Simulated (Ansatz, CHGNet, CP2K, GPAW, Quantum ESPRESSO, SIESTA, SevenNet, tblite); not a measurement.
# Random packing of 35PbO-65B2O3 (mol %) (67 atoms) in GPAW, part 2 of 2

Aim: run random packing of 35PbO-65B2O3 (mol %) (67 atoms) in GPAW and see how near its forces come to a plane-wave reference, and at what cost.

Program: GPAW 26.7.0; the method stands at each step. Banners, paths, timers and routine set-up lines are dropped from the logs unmarked, and long logs keep their key lines alone; longer cuts are marked.

So far. Step 3 (PBE, grid h 0.2 Å): Against the first run (7.0 %), the force difference from the reference is 3.1 %, at 1.8 times the CPU time (on 2 against 1 cores). Step 4 (PBE, LCAO sz(dzp), h 0.18 Å): Against the first run (7.0 %), the force difference from the reference is 46 %, at 0.34 times the CPU time, with 298 basis functions against 931: the smaller basis costs accuracy.

**5. PBE, LCAO dzp, h 0.25 Å**

Method: Kohn-Sham DFT, PBE, PAW, atomic orbitals (dzp).

Input file run.py:

```python
import numpy as np
from ase.io import read
from gpaw import GPAW, FermiDirac

atoms = read("structure.xyz")
atoms.calc = GPAW(
    mode="lcao",
    basis="dzp",
    h=0.25,
    xc="PBE",
    kpts={"size": (1, 1, 1), "gamma": True},
    occupations=FermiDirac(0.05),
    maxiter=200,
    symmetry={"point_group": False},
    txt="gpaw.txt",
)
energy = atoms.get_potential_energy(force_consistent=True)
forces = atoms.get_forces()
print(f"energy {energy:.6f} eV")
print("forces (eV/A)")
for i, (a, f) in enumerate(zip(atoms, forces)):
    print(f"{i:4d} {a.symbol:2s} {f[0]:10.5f} {f[1]:10.5f} {f[2]:10.5f}")
print(f"Fermi level {atoms.calc.get_fermi_level():.4f} eV")
for k in range(len(atoms.calc.get_ibz_k_points())):
    for s in range(atoms.calc.get_number_of_spins()):
        e = atoms.calc.get_eigenvalues(kpt=k, spin=s)
        n = np.searchsorted(e, atoms.calc.get_fermi_level())
        print(f"k {k} spin {s} levels about the Fermi level:", np.round(e[max(n - 6, 0):n], 4).tolist(), "|", np.round(e[n:n + 6], 4).tolist())
```

Input file structure.xyz:

```xyz
67
Lattice="9.37580 0.00000 0.00000 0.00000 9.37580 0.00000 0.00000 0.00000 9.37580" Properties=species:S:1:pos:R:3 pbc="T T T"
[... 67 atom lines left out: the same atoms as in the first run ...]
```

Command:

```sh
> OMP_NUM_THREADS=1 python run.py > output.txt
```

The program printed:

```text
energy -270.095652 eV
forces (eV/A)
   0 Pb   -3.87065   -2.84705    0.03823
   1 Pb   -0.57898    0.22717   -5.38606
   2 Pb    3.30975    0.97272   -1.03886
   3 Pb    1.11084    0.01007    1.11644
   4 Pb    1.40756   -0.16683    1.66677
   5 Pb   -2.15061   -0.81598    0.15446
   6 O     0.61953   -2.11739    3.38278
   7 O     5.68377   -1.81381    3.93584
   8 O     1.52933   -1.93192   -4.93667
   9 O    -1.32416   -2.31773    1.00784
  10 O     2.03684    0.95233    0.73690
  11 O     2.46897    2.90700    4.32748
  12 O     2.23018    1.67433   -1.16325
  13 O    -5.30542    4.22527   -0.19215
  14 O    -5.35038    4.76781   -0.68504
  15 O    -0.34023   -5.16887    2.28176
  16 O     4.68313    2.62865   -1.80459
  17 O    -0.34571    2.22967    1.00530
  18 O    -2.84188   -4.00443   -0.27480
  19 O     2.41231    0.37018    3.13710
  20 O    -1.17771    0.77600    0.75787
  21 O    -3.26440   -2.60121    3.72115
  22 O    -0.16956    2.26504    6.25468
  23 O    -0.40043   -1.28304    2.14453
[...]
59 B    -2.44096   -0.46988   -3.50356
  60 B     2.08414    1.34621    2.89177
  61 B    -0.96085    0.71077    2.17254
  62 B     2.64685    2.78303   -0.87438
  63 B    -2.53446   -3.82164    1.83057
  64 B     2.18099    3.65536    0.31722
  65 B     1.18610    1.88457    0.73974
  66 B    -0.20274    1.14347   -3.54324
Fermi level 3.4869 eV
k 0 spin 0 levels about the Fermi level: [3.2105, 3.2846, 3.365, 3.3757, 3.432, 3.472] | [3.4911, 3.563, 3.5832, 3.6335, 3.6726, 3.6946]
```

gpaw.txt:

```text
Input parameters:
  mode=LCAO(),
  basis={'default': 'dzp'},
  h=0.25,
  kpts=MonkhorstPack(size=(1, 1, 1), gamma=True),
  maxiter=200,
  occupations=Occupations(name='fermi-dirac', width=0.05, fixmagmom=False),
  symmetry=Symmetry(point_group=False),
  xc=XC(name='PBE')
Unit cell  # Å
| periodic |        x |        y |        z |  lengths |    angles |
[... lines left out ...]
  Fermi-Dirac:
[... lines left out ...]
convergence criteria:
- Maximum [total energy] change in last 3 cyles: 0.0005 eV / valence electron
[... lines left out ...]
Converged in 30 steps
[... lines left out ...]
  Free energy:    -270.095652
  Extrapolated:   -269.898351
dipole moment: (10.649024, 96.636775, 34.494513)  # |e|*Ang
Fermi level: 3.487
Eigenvalues  # (at kpt = [0.000, 0.000, 0.000])
| band index |      eig [eV] | occ [0-2] |
|------------|---------------|-----------|
|          0 |       -18.839 |     2.000 |
|        ... |               |           |
|        184 |         3.145 |     1.998 |
|        185 |         3.175 |     1.996 |
[...]
|        199 |         3.897 |     0.001 |
|        ... |               |           |
|        234 |         7.332 |     0.000 |
Gap: 0.019 eV
Transition (v -> c):
  (s=0, k=0, n=191, [0.00, 0.00, 0.00]) -> (s=0, k=0, n=192, [0.00, 0.00, 0.00])
No difference between direct/indirect transitions
Force computation time: 6.520  # s
timing:  # [seconds]
  Total:  105.246  # ━━━━━━━━━━━━━━━━━━━━━━━━━━━━━━━━━━━━━━━━━━━━━━━━━━━━━━━━
  Init:     4.699  # ━━╸
  SCF:     94.002  # ━━━━━━━━━━━━━━━━━━━━━━━━━━━━━━━━━━━━━━━━━━━━━━━━━━
  Forces:   6.520  # ━━━╸
```

The job ended after 1.8 min (1 thread of Arm Neoverse V2, shared host; peak memory 0.48 GiB).

Numbers from this run, and their distance from the reference:

* r.m.s. force component: 2.721 eV/Å
* r.m.s. difference of force components: 874.7 meV/Å
* longest difference of force vectors: 2738 meV/Å
* force difference over r.m.s. force: 33.91 %
* slope of forces against the reference's: 0.9989
* correlation of force components: 0.947
* energy less the same-level run's: 457.6 meV/atom
* r.m.s. force difference from the same-level run: 867.7 meV/Å

This is a coarse setting, run to see what it loses.

Against the first run (7.0 %), the force difference from the reference is 34 %, at 0.43 times the CPU time: the grid matters here.

The difference per atom is largest on O (1.9 eV/Å on average, against 0.38 on Pb). The forces add up to 3.2 eV/Å instead of zero, usually a sign of too coarse a grid.

**6. All runs compared**

Differences are against the plane-wave reference, forces as r.m.s. over components; share is that over the reference's r.m.s. force, slope the least-squares factor from reference forces to these. Total energies of different programs have different zeros and aren't compared.

```tsv
run	Δ force, r.m.s. (meV/Å)	share (%)	slope	cores	CPU time	memory (GiB)
reference	-	-	-	4	19 min	2.2
GPAW PBE, LCAO dzp, h 0.18 Å	180	6.97	0.969	1	4.1 min	1.1
GPAW PBE, grid h 0.2 Å	79.5	3.08	0.991	2	7.3 min	1.5
GPAW PBE, LCAO sz(dzp), h 0.18 Å (coarse)	1185	45.9	0.734	1	84 s	0.81
GPAW PBE, LCAO dzp, h 0.25 Å (coarse)	875	33.9	0.999	1	1.8 min	0.48
```

Rows marked coarse were listed beforehand as settings not expected to be converged; some can still land near the reference.

CPU time is summed over cores on a shared host, where runs went side by side, so it is rough. Symmetry, cutoffs, thresholds, outputs and thread counts weren't matched or tuned between programs; memory under MPI is the largest rank's times the ranks.

Within one program, basis, potentials and functional, energies share a zero. Each run against its twin at the usual cutoff or grid and solver:

```tsv
run	twin	Δ energy (meV/atom)	Δ force, r.m.s. (meV/Å)	CPU time over the twin's
GPAW PBE, LCAO dzp, h 0.25 Å	LCAO dzp, h 0.18 Å	458	868	0.43
```

**7. What came out**

```json
{"nearest in forces": "GPAW PBE, grid h 0.2 Å, 3.1 %", "its CPU time": "7.3 min"}
```

What this shows: PBE on plane waves or a grid with other potentials, cutoffs or grids, coarse settings apart, differs from the reference by 3.1 % (GPAW PBE, grid h 0.2 Å) of the r.m.s. force; this holds the reference's own error, so differences of a few per cent don't tell which side is nearer the exact PBE result. The PBE run in local orbitals, coarse settings apart, differs by 7.0 % (GPAW PBE, LCAO dzp, h 0.18 Å); basis, grid and potentials can all enter. Runs with settings chosen to be coarse differ by 34 % (GPAW PBE, LCAO dzp, h 0.25 Å) to 46 % (GPAW PBE, LCAO sz(dzp), h 0.18 Å), their programs' other errors included. Of the electronic-structure runs that take under half the reference's CPU time, GPAW PBE, grid h 0.2 Å comes nearest, at 3.1 % in 7.3 min against 19 min. The reference's pressure of -15 GPa belongs to a cell and atoms that aren't relaxed at this level. The electronic-structure runs sample only Γ, in a cell whose shortest periodic width is 9 Å, which is coarse for a cell with partly filled levels. Spin–orbit coupling is left out, which matters for the levels of the heavy elements.

[Also dropped from logs without a mark: logging warnings of Python, and SIESTA's first energy breakdown and zero terms.]

[Logs are printed without paths, hosts, clocks, repeated set-up lines and the standing remarks that a program may print on its own settings, such as how far it seeks lower states.]

[Hosts, paths, dates, database ids (printed as entryN), source tags and the programs' standing remarks are cut or masked in the printed files.]
